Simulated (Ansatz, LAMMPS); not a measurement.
# Amorphous poly(p-phenylene) (as short chains C38H30) at 300 K (204 atoms): a single point

Wanted: forces, charges and levels of amorphous poly(p-phenylene) (as short chains C38H30) at 300 K (204 atoms).

Method: Kohn-Sham DFT, PBE+D4, PAW (set soft_2), plane waves, in Ansatz 0.2.0.

## (1) The structure

The cell holds 204 atoms: 114 C and 90 H. Its edges and angles: a = 12.642 Å, b = 12.642 Å, c = 12.642 Å, α = 90.0°, β = 90.0°, γ = 90.0°. 3 poly(p-phenylene) chains of 6 units with methyl end groups placed at random, at 1.2 g/cm³; overlaps pushed apart, then 20 ps at 800 K with MMFF94 bonds, angles, torsions, charges and radii (Halgren, J. Comput. Chem. 17, 490 (1996)) in harmonic and 12-6 forms. Snapshot after 30 ps at 300 K and fixed volume.

Limits known from the start: The network of contacts between molecules at the start is that of the classical potential that made the cell, and needn't be the one that DFT or experiment would give. The density was typed from a rule of thumb and may lie off the real one at this temperature. The Brillouin zone is sampled at Γ only, in a cell whose shortest periodic width is 13 Å.

## (2) Making the structure

A classical potential makes the cell, at a small fraction of what the same run would cost in DFT.

This step: classical MD, MMFF94 bonds, angles, torsions, charges and radii (Halgren, J. Comput. Chem. 17, 490 (1996)) in harmonic and 12-6 forms; charges of ions scaled by 0.8 (LAMMPS 22 Jul 2025 - Update 4).

Input file in.lmp:

```
# amorphous poly(p-phenylene)
units real
atom_style full
boundary p p p
bond_style harmonic
angle_style harmonic
dihedral_style opls
improper_style harmonic
special_bonds lj 0 0 0.5 coul 0 0 0.75
read_data data.lmp
neigh_modify delay 0 every 1 check yes one 4000
comm_modify cutoff 12.0
timestep 0.5
thermo_style custom step time temp pe press density
thermo_modify norm yes
# push overlapping molecules apart
pair_style soft 2.6
pair_coeff * * 0.0
variable a equal ramp(1,60)
fix ad all adapt 1 pair soft a * * v_a
velocity all create 800 64418 mom yes dist gaussian
fix lim all nve/limit 0.03
fix lan all langevin 800 800 50 64419 zero yes
thermo 1000
run 3000 post no
unfix ad
pair_style lj/cut/coul/long 9.0
pair_modify mix arithmetic tail yes
pair_coeff 1 1 0.0678 3.3680   # C
pair_coeff 2 2 0.0678 3.5860   # C
pair_coeff 3 3 0.0216 2.5400   # H
kspace_style pppm 1.0e-4
thermo 100
minimize 1e-5 1e-3 300 3000
# [... 15 lines left out ...]
compute msd all msd com yes
thermo 7500
fix md all nvt temp 300 300 100
run 30000 post no
print "== T300: mean square displacement over the hold $(c_msd[4]:%.2f) A^2"
unfix md
uncompute msd
write_dump all custom T300.dump id type xs ys zs modify sort id
```

Command:

```console
$ lmp -in in.lmp -log none -nocite
```

Numbers of over 12 decimals in the logs are rounded to 6 here.

What it wrote:

```text
LAMMPS (22 Jul 2025 - Update 4)
Reading data file ...
  orthogonal box = (0 0 0) to (12.64167 12.64167 12.64167)
  204 atoms
  orthogonal box = (0 0 0) to (12.64167 12.64167 12.64167)
  219 bonds
  360 angles
  528 dihedrals
  108 impropers
   Step          Time           Temp          PotEng         Press         Density
         0   0              800            1.0248594     -33566.08       1.1999989
      1000   500            709.52773      2.8605898      22114.749      1.1999989
      2000   1000           576.72876      2.9718326      30309.003      1.1999989
      3000   1500           642.4086       2.9050739      35689.855      1.1999989
Loop time of 0.518247 s on 1 MPI rank(s) for 3000 steps with 204 atoms
PPPM initialization ...
  G vector (1/distance) = 0.25620368
  grid = 5 5 5
  estimated relative force accuracy = 2.5135142e-05
   Step          Time           Temp          PotEng         Press         Density
      3000   1500           642.4086       3.4086578      62459.276      1.1999989
      3100   1550           642.4086       0.77981604     27576.889      1.1999989
      3200   1600           642.4086       0.63544071     20682.547      1.1999989
      3300   1650           642.4086       0.62254016     20580.556      1.1999989
Loop time of 0.589979 s on 1 MPI rank(s) for 300 steps with 204 atoms
[... 2 lines left out ...]
  Energy initial, next-to-last, final =
      3.40865775574572  0.622580962516968  0.622540161521576
  Force two-norm initial, final = 828.41973 3.5461926
  Iterations, force evaluations = 300 599
   Step          Time           Temp          PotEng         Press         Density
         0   0              800            0.62254016     22738.212      1.1999989
      1000   500            683.88143      2.5986197      28113.638      1.1999989
      2000   1000           662.35719      2.4970949      15271.588      1.1999989
Loop time of 1.39493 s on 1 MPI rank(s) for 2000 steps with 204 atoms
   Step          Time           Temp          PotEng         Press         Density
      2000   1000           662.35719      2.4970949      15271.588      1.1999989
[... 5 lines left out ...]
Loop time of 15.3517 s on 1 MPI rank(s) for 20000 steps with 204 atoms
   Step          Time           Temp          PotEng         Press         Density
[... 4 lines left out ...]
Loop time of 14.9761 s on 1 MPI rank(s) for 20000 steps with 204 atoms
   Step          Time           Temp          PotEng         Press         Density
[... 2 lines left out ...]
     52500   51500          289.05166      1.4254741      19161.478      1.1999989
     60000   59000          339.06325      1.3916427      5025.6756      1.1999989
     67500   66500          292.83552      1.4578382      11044.841      1.1999989
     72000   71000          310.58364      1.4819099      20883.891      1.1999989
Loop time of 21.8189 s on 1 MPI rank(s) for 30000 steps with 204 atoms
== T300: mean square displacement over the hold 0.31 A^2
```

Wall time 55 s (1 thread of Arm Neoverse V2, shared host); peak memory 0.13 GiB.

The input also reads data.lmp (atoms, bonds and types; not printed here).

## (3) Plane-wave single point

The electrons are solved once, with the atoms held.

Input file input.yaml:

```yaml
crystal:
  lattice:
    - [12.64167, 0.0, 0.0]
    - [0.0, 12.64167, 0.0]
    - [0.0, 0.0, 12.64167]
  atoms:
    - { symbol: C, position: [0.77841, 0.27204, 0.77413] }
    - { symbol: C, position: [0.72769, 0.17565, 0.72764] }
    - { symbol: C, position: [0.79208, 0.0921, 0.70869] }
    - { symbol: C, position: [0.74452, 0.0056, 0.66532] }
    - { symbol: C, position: [0.63565, 0.99238, 0.65031] }
    - { symbol: C, position: [0.57184, 0.07703, 0.67544] }
    - { symbol: C, position: [0.61938, 0.16823, 0.71453] }
    - { symbol: C, position: [0.59652, 0.90052, 0.59241] }
    - { symbol: C, position: [0.65128, 0.87047, 0.4977] }
    - { symbol: C, position: [0.62732, 0.77811, 0.44598] }
    - { symbol: C, position: [0.54877, 0.70874, 0.47782] }
    - { symbol: C, position: [0.49178, 0.73588, 0.5723] }
    - { symbol: C, position: [0.5202, 0.82744, 0.63087] }
    - { symbol: C, position: [0.53735, 0.60407, 0.43424] }
    - { symbol: C, position: [0.62873, 0.53424, 0.43773] }
    - { symbol: C, position: [0.61777, 0.43322, 0.40163] }
    - { symbol: C, position: [0.52344, 0.39452, 0.36502] }
    - { symbol: C, position: [0.43886, 0.46254, 0.36298] }
    - { symbol: C, position: [0.44218, 0.56634, 0.38741] }
    - { symbol: C, position: [0.51656, 0.28672, 0.33546] }
    - { symbol: C, position: [0.53946, 0.20333, 0.4069] }
    - { symbol: C, position: [0.53797, 0.09928, 0.37054] }
    - { symbol: C, position: [0.49876, 0.06999, 0.2719] }
    - { symbol: C, position: [0.47505, 0.1528, 0.20798] }
    - { symbol: C, position: [0.488, 0.26031, 0.24021] }
    - { symbol: C, position: [0.51004, 0.96401, 0.23692] }
    - { symbol: C, position: [0.42858, 0.88927, 0.23602] }
    - { symbol: C, position: [0.45535, 0.78633, 0.21266] }
    - { symbol: C, position: [0.55988, 0.75098, 0.19522] }
    - { symbol: C, position: [0.63605, 0.82856, 0.19169] }
    - { symbol: C, position: [0.60915, 0.93219, 0.21306] }
    - { symbol: C, position: [0.5897, 0.64507, 0.16679] }
    [... 166 atom lines left out ...]
    - { symbol: H, position: [0.93325, 0.03702, 0.53097] }
    - { symbol: H, position: [0.86456, 0.34702, 0.40714] }
    - { symbol: H, position: [0.03458, 0.40024, 0.48416] }
    - { symbol: H, position: [0.76933, 0.19233, 0.3536] }
    - { symbol: H, position: [0.81935, 0.06582, 0.36107] }
    - { symbol: H, position: [0.73255, 0.10566, 0.46357] }
kpoints:
  mp_grid: { grid: [1, 1, 1] }
hamiltonian:
  xc: pbe
  dispersion: d4
scf:
  occupations: { method: fixed }
output:
  forces: true
  stress: true
  populations: true
  dos:
    method: { smearing: { sigma: 0.15 } }
    de: 0.1
    projected: { site_lists: { C: [C], H: [H] } }
  eigenvalues: true
  write_density: true
  write_potential: true
  volumetric_format: npy
```

Command:

```console
$ ansatz run input.yaml --threads 8 --pin off --max-ram 15872MiB --backend cpu --events-out ev --progress --plain --runs-dir out
```

What it wrote:

```text
Engine: ansatz 0.2.0, aarch64-unknown-linux-gnu
Pseudopotentials: kind: paw
Pseudopotential: C, paw, valence charge 4, recommended cutoff 420 eV (normal), C.paw.azcp
Pseudopotential: H, paw, valence charge 1, recommended cutoff 420 eV (normal), H.paw.azcp
Functional definition: PBE
  parameter kappa = 0.804
  parameter beta = 0.066725
  exchange = pbe_x(kappa = kappa, mu = beta*pi^2/3)
  correlation = pbe_c(beta = beta)
Crystal: 204 atoms, lattice volume = 2020.288 Å³
Basis set: ecut = 420 eV, 39607 PW (Γ), exchange–correlation on 180×180×180 points (8 copies of the dense FFT grid, shifted against one another)
Bands: 477, of which v1, the nominal top of the filled ones, is band 273 counted from 1 (272 counted from 0)
Symmetry: 1 space group operations
Space group: P1 (ITA 1), of the structure as read, at distance tolerance 1.3e-4 Å
k-points: 1
Non-local potential: C, projectors of the file, l = 0: 2, l = 1: 2, l = 2: 1
Non-local potential: H, projectors of the file, l = 0: 2, l = 1: 1
PAW form: soft (Blöchl's): semilocal exchange-correlation on the pseudo side does not see the compensation charge
PAW one-centre angular grid: C, 110 points (default); XC on 64 Gauss nodes
PAW one-centre angular grid: H, 110 points (default); XC on 64 Gauss nodes
Initial density: superposition of atomic densities (neutral atoms: chi_scale 0, normalization atom), corrected by the library's trained network
Initial wavefunctions: pseudopotential atomic-orbital guess
Functional: x = pbe(κ = 0.804, μ = 0.219515), c = pbe(β = 0.066725)
SCF iter   1: F=—  HF=-30043.826331 eV  |F-HF|=—  |Δ(HF+E_count)|=         —  Δρ=3.72e-3  dr2=3.62e-1  ethr=1.77e-3  ⟨swp⟩=5.0  Hψ=1640  notcnv=0  defer=201
preconditioner: auto → Resta (q_TF=auto, 2.194 Å⁻¹)  ε∞=2.6  [insulator: Δε(μ)=2.810 eV  Ē_g=15.249 eV  n_scr=364 (ndim 8)  ℏωp=19.3 eV  f_vac=0.171  ε∞_Penn≈2.6]
SCF iter   2: F=—  HF=-30043.815914 eV  |F-HF|=—  |Δ(HF+E_count)|=   1.04e-2  Δρ=1.91e-3  dr2=6.71e-2  ethr=6.62e-5  ⟨swp⟩=3.0  Hψ=830  notcnv=0  defer=199
SCF iter   3: F=—  HF=-30043.837227 eV  |F-HF|=—  |Δ(HF+E_count)|=   2.13e-2  Δρ=7.25e-4  dr2=1.46e-2  ethr=1.23e-5  ⟨swp⟩=3.0  Hψ=459  notcnv=0  defer=202
SCF iter   4: F=—  HF=-30043.840894 eV  |F-HF|=—  |Δ(HF+E_count)|=   3.67e-3  Δρ=2.03e-4  dr2=1.58e-3  ethr=2.66e-6  ⟨swp⟩=2.0  Hψ=492  notcnv=0  defer=202
SCF iter   5: F=—  HF=-30043.841464 eV  |F-HF|=—  |Δ(HF+E_count)|=   5.70e-4  Δρ=8.93e-5  dr2=2.81e-4  ethr=2.89e-7  ⟨swp⟩=2.0  Hψ=500  notcnv=0  defer=202
SCF iter   6: F=—  HF=-30043.841514 eV  |F-HF|=—  |Δ(HF+E_count)|=   4.96e-5  Δρ=3.32e-5  dr2=3.23e-5  ethr=5.14e-8  ⟨swp⟩=2.0  Hψ=515  notcnv=0  defer=199
SCF iter   7: F=—  HF=-30043.841556 eV  |F-HF|=—  |Δ(HF+E_count)|=   4.26e-5  Δρ=1.24e-5  dr2=5.01e-6  ethr=5.91e-9  ⟨swp⟩=2.0  Hψ=674  notcnv=0  defer=199
SCF iter   8: F=—  HF=-30043.841556 eV  |F-HF|=—  |Δ(HF+E_count)|=   2.43e-7  Δρ=3.89e-6  dr2=4.27e-7  ethr=9.17e-10  ⟨swp⟩=2.0  Hψ=540  notcnv=0  defer=199
SCF iter   9: F=-30043.841556 eV  HF=-30043.841556 eV  |F-HF|=9.10e-9  |Δ(HF+E_count)|=   1.67e-7  Δρ=1.44e-6  dr2=6.50e-8  ethr=1.83e-11  ⟨swp⟩=25.0  Hψ=4822  notcnv=0
SCF 1 converged in 9 iterations: F = -30043.841556 eV  dr2 = 6.50e-8
  greatest PAW one-centre occupation: 0.697 electrons in one spin orbital (limit 2), on the C atom at site 153 (counted from 0), in its partial waves of l = 0
WARN: The input density's exchange-correlation potential varies sharply where the density is thin. Do not read a vacuum level from v_tot or v_xc, or from such a field of the output density. On a cell that repeats whose density bears no net charge and no dipole along the vacuum's axis use v_es (v_loc + v_h of the components); [...]
SCF converged after 9 iterations
Free energy (F): -30043.841556 eV
Harris-Foulkes:  -30043.841556 eV  (|F-HF|=9.10e-9)
Internal energy: -30043.841556 eV  (E = F + TS)
E sigma→0 (E₀):  -30043.841556 eV
Fermi energy:    0.929878 eV
--- Per-component energies (eV) ---
  E_band       = -3376.354846
  E_kinetic    = 11686.354919
  E_local      = -33502.970390  (includes V_loc(G=0)·N_el)
  E_nonlocal   = 3307.888848
  E_hartree    = 11910.507202
  E_xc         = -6298.571751
  E_vxc        = -7835.744333  (∫ρ·V_xc dr)
  E_paw        = -11388.009620  (= ΣΔE_a)
  E_vpaw       = -852.771320  (= ΣTr[D̂ρ^β])
  E_aug_tail   = -0.124450  (compensation charges beyond the density's cutoff)
  E_ewald      = -5743.189922
  E_disp       = -15.726392  (pairwise vdW)
  E_smearing   = -0.000000  (= −TS)
  E_closure    = 0.000000  (closes the sum)
  Σ components = -30043.841556   (vs F -30043.841556, Δ=0.00e0)
--- Forces (eV/Å), atoms counted from 1 ---
  atom   1  C     -1.71984960     1.44266096    -1.10565533
  atom   2  C     -0.13242280     1.76665537     1.84000415
  atom   3  C     -0.95770012    -0.95282901    -0.47000985
  atom   4  C      0.97262993    -2.86243293    -0.87035174
  atom   5  C      0.22934324     0.13318483    -0.31186995
  atom   6  C     -0.07562135     0.57535659     0.29735648
  atom   7  C     -1.37618798     0.90561581    -0.92098227
  atom   8  C      0.43771952    -1.62059742    -0.51380317
  atom   9  C      0.40005999     0.44532397     0.93178350
  atom  10  C      0.16348540    -0.25975884     0.04523104
  atom  11  C     -0.98891615     0.84413737     2.00448105
  atom  12  C      0.39022145    -0.11360329    -0.54737081
  atom  13  C     -0.43625264    -0.57146960    -1.13841884
  atom  14  C      0.74614789    -1.65194425    -1.09984043
[...]
atom 203  H      0.33507760    -0.48681963    -0.25015665
  atom 204  H      0.78601123     0.56551183    -1.08652139
  max |Σ_I F_I| component: 4.97e-5 eV/Å
--- Stress (GPa, compression-positive) ---
        5.188115       0.429612       1.065365
        0.429613       5.466015      -0.712158
        1.065362      -0.712159       4.706156
  P = ⅓ Tr σ = 5.1201 GPa (51.201 kbar)
--- Band table (eV) ---
  k-point 0: bands = ["-16.1852", "-16.1554", "-16.0210", "-15.9621", [... 461 levels ...], "12.3596", "12.3745", "12.4007", "12.4352", "12.4649", "12.4780", "12.5252", "12.5754", "12.6055", "12.6226", "12.6527", "12.6705"]
--- Löwdin populations: 204 sites ---
  site symbol       q [e]
     0      C      4.4559
     1      C      3.9340
     2      C      4.1320
[...]
203      H      0.8245
  spilling = 0.011569 (of n_electrons = 546.000000)
```

It took 26 s on 8 threads of Arm Neoverse V2, shared host; peak memory 2.8 GiB.

In the SCF lines HF is the Harris–Foulkes energy and dr2 the Hartree energy of the density residual, in eV; the loop may stop once dr2 is under the threshold and the program's other checks hold. Hψ counts applications of the Hamiltonian.

The program notes that the exchange-correlation potential is rough where the density is thin.

Read from the output:

| Quantity | Value |
| --- | --- |
| free energy | -30043.8416 eV |
| free energy per atom | -147.2737 eV/atom |
| SCF cycles | 9 |
| pressure | 5.12 GPa |
| r.m.s. force component | 1.033 eV/Å |
| longest force | 5.704 eV/Å |
| Fermi energy | 0.9299 eV |
| gap (highest filled to lowest empty level) | 2.765 eV |
| spilling of the projection | 0.01157 |

Neighbours are counted within 1.85 Å (C-C), 1.34 Å (C-H).

Length of the force by element and coordination:

| element | coordination | atoms | mean length of the force (eV/Å) | spread | least | most |
| --- | --- | --- | --- | --- | --- | --- |
| C | all | 114 | 1.88 | 1.05 | 0.310 | 5.70 |
| C | 3 | 108 | 1.85 | 1.03 | 0.310 | 5.70 |
| C | 4 | 6 | 2.55 | 1.24 | 1.06 | 5.03 |
| H | all | 90 | 0.986 | 0.616 | 0.101 | 3.29 |

Löwdin charges by element and coordination (they lack the spilled electrons, 0.031 e an atom on average):

| element | coordination | atoms | mean charge (e) | spread | least | most |
| --- | --- | --- | --- | --- | --- | --- |
| C | all | 114 | -0.0919 | 0.117 | -0.479 | 0.0754 |
| C | 3 | 108 | -0.0717 | 0.0825 | -0.153 | 0.0754 |
| C | 4 | 6 | -0.455 | 0.0152 | -0.479 | -0.428 |
| H | all | 90 | 0.186 | 0.0128 | 0.153 | 0.217 |

States in the cell by windows of 1 eV, zero at the Fermi level; the larger projections on atomic orbitals stand beside the total:

| from (eV) | to (eV) | total | C p | H s | C s |
| --- | --- | --- | --- | --- | --- |
| -14 | -13 | 44.8 | 12.6 | 5.0 | 26.6 |
| -13 | -12 | 9.8 | 3.5 | 1.0 | 5.3 |
| -12 | -11 | 11.3 | 4.1 | 1.7 | 5.3 |
| -11 | -10 | 25.6 | 14.1 | 3.0 | 8.1 |
| -10 | -9 | 35.1 | 19.4 | 4.9 | 10.2 |
| -9 | -8 | 21.0 | 13.9 | 3.6 | 3.0 |
| -8 | -7 | 14.9 | 10.7 | 2.5 | 1.4 |
| -7 | -6 | 41.5 | 32.5 | 5.2 | 3.1 |
| -6 | -5 | 70.7 | 50.0 | 15.6 | 4.1 |
| -5 | -4 | 54.4 | 43.2 | 9.6 | 1.1 |
| -4 | -3 | 54.9 | 44.9 | 9.1 | 0.6 |
| -3 | -2 | 38.7 | 30.9 | 7.3 | 0.3 |
| -2 | -1 | 38.3 | 37.3 | 0.7 | 0.3 |
| -1 | 0 | 29.2 | 28.5 | 0.5 | 0.2 |
| 0 | 1 | 1.5 | 1.5 | 0.0 | 0.0 |
| 1 | 2 | 0.0 | 0.0 | 0.0 | 0.0 |
| 2 | 3 | 2.5 | 2.4 | 0.0 | 0.0 |
| 3 | 4 | 35.0 | 31.7 | 0.7 | 0.5 |
| 4 | 5 | 33.8 | 26.2 | 2.9 | 1.2 |

With fixed occupations the program's Fermi level is the highest filled level; weight inside the gap is the broadening of levels at its edges.

Between -18 and -14 eV lie 54 more states.

The levels nearest the highest filled one (over half full), pooled over k-points and spins:

| level less the highest filled one (eV) | occupation |
| --- | --- |
| -0.469 | 2 |
| -0.295 | 2 |
| -0.239 | 2 |
| -0.192 | 2 |
| -0.129 | 2 |
| 0 | 2 |
| 2.77 | 0 |
| 3.08 | 0 |
| 3.13 | 0 |
| 3.24 | 0 |
| 3.25 | 0 |
| 3.33 | 0 |

Valence density in the ac plane at fractional y = 0.092, with atoms of C and H within 0.2 Å of it. It is the smooth field of the valence electrons, not physical close to the nuclei.

Ten even steps from '0' (0.0 e/Å³) to '9' (2.0 e/Å³), each cell a mean:
```
5873100000000112332101256310000122113
2431000000232234785211267310000010001
1220000001453224563100011100000000000
1210000000111001111000000000000000000
0100000000000000000000000000000000000
0000000000000000000011211012344331000
0000000000000000001246642113898873000
0011000000000000015678852112575421000
1135200000000000013444421001121000000
2334200000000000000000000000000001233
4211000001223420000000000000000002686
2100000014788630000000000001100012675
0000000025985310000010000015421111221
0000111123432000001354100013455310000
0001355422110000013797300001258510000
0001488521000000025995200000124310000
0001133210000000147962100000000000000
0000000000000000269841000000000000000
0000000000000000256520000000000000000
0000000000000000122100000000000000000
0000000000000000111000000000000000000
0012223210000000000000000000000000000
3455555630000000000000001100000001112
6886322210000000000000122200000012234
```
Columns run along a (12.6 Å), rows up along c (12.6 Å). Atoms in or near the plane, at fractional coordinates: C at (0.79, 0.71), C at (0.57, 0.68), C at (0.54, 0.37), H at (0.87, 0.72), H at (0.49, 0.66), C at (0.29, 0.49), C at (0.03, 0.00), H at (0.36, 0.53), H at (0.19, 0.05), H at (0.28, 0.89), H at (0.09, 0.62), H at (0.73, 0.46).

[end of part 1 of 2]

[Logs are printed without paths, hosts, clocks, repeated set-up lines and the standing remarks that a program may print on its own settings, such as how far it seeks lower states.]

[Hosts, paths, dates, database ids (printed as entryN), source tags and the programs' standing remarks are cut or masked in the printed files.]

[The MMFF94 radii named for the starting cell were scaled by 0.96; in molecules described by MMFF94, hydrogen bound to N, O or S took a small fixed 12-6 site in their place.]
